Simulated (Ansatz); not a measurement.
Rows from a G0W0 calculation on SnSe2 (1T monolayer) (Ansatz 0.2.0; G0W0 on PBE, plane waves, PAW; PAW set soft_1; 6×6×1 mesh, 499 empty bands, screening to 70 eV, PAW set soft_1 files), in eV. Spin-orbit coupling is left out.

```tsv
row	Σx	Σc	Vxc	Z
A	-17.34	1.73	-15.13	0.71
B	-17.47	1.56	-15.46	0.71
C	-10.71	-2.62	-13.81	0.74
D	-7.76	-3.61	-11.86	0.77
E	-11.82	-3.02	-15.43	0.73
F	-7.76	-3.70	-11.94	0.76
```

**Question.** Which rows are filled states and which are empty ones, and how can one tell?

Filled: A and B. Empty: C, D, E and F. The sign of Σc tells: for a filled state bare exchange, which holds its interaction with itself, lies below Vxc (Σx − Vxc is -2.0 eV or lower here) and screening gives part back as a positive Σc. For an empty state Σx lies above Vxc (+3.1 eV or more) and the Coulomb hole leaves Σc negative.

[Paths, hosts, dates, memory and timing lines, banners, echoed tables and standing remarks are left out of the program output.]

[Logs are printed without paths, hosts, clocks, repeated set-up lines and the standing remarks that a program may print on its own settings, such as how far it seeks lower states.]

[Runs of the session that timed out or met a known fault of the program may be left out.]

[Cells called generated may have been cut or substituted from an entry of the Crystallography Open Database or the Materials Project.]

[Hosts, paths, dates, database ids (printed as entryN), source tags and the programs' standing remarks are cut or masked in the printed files.]
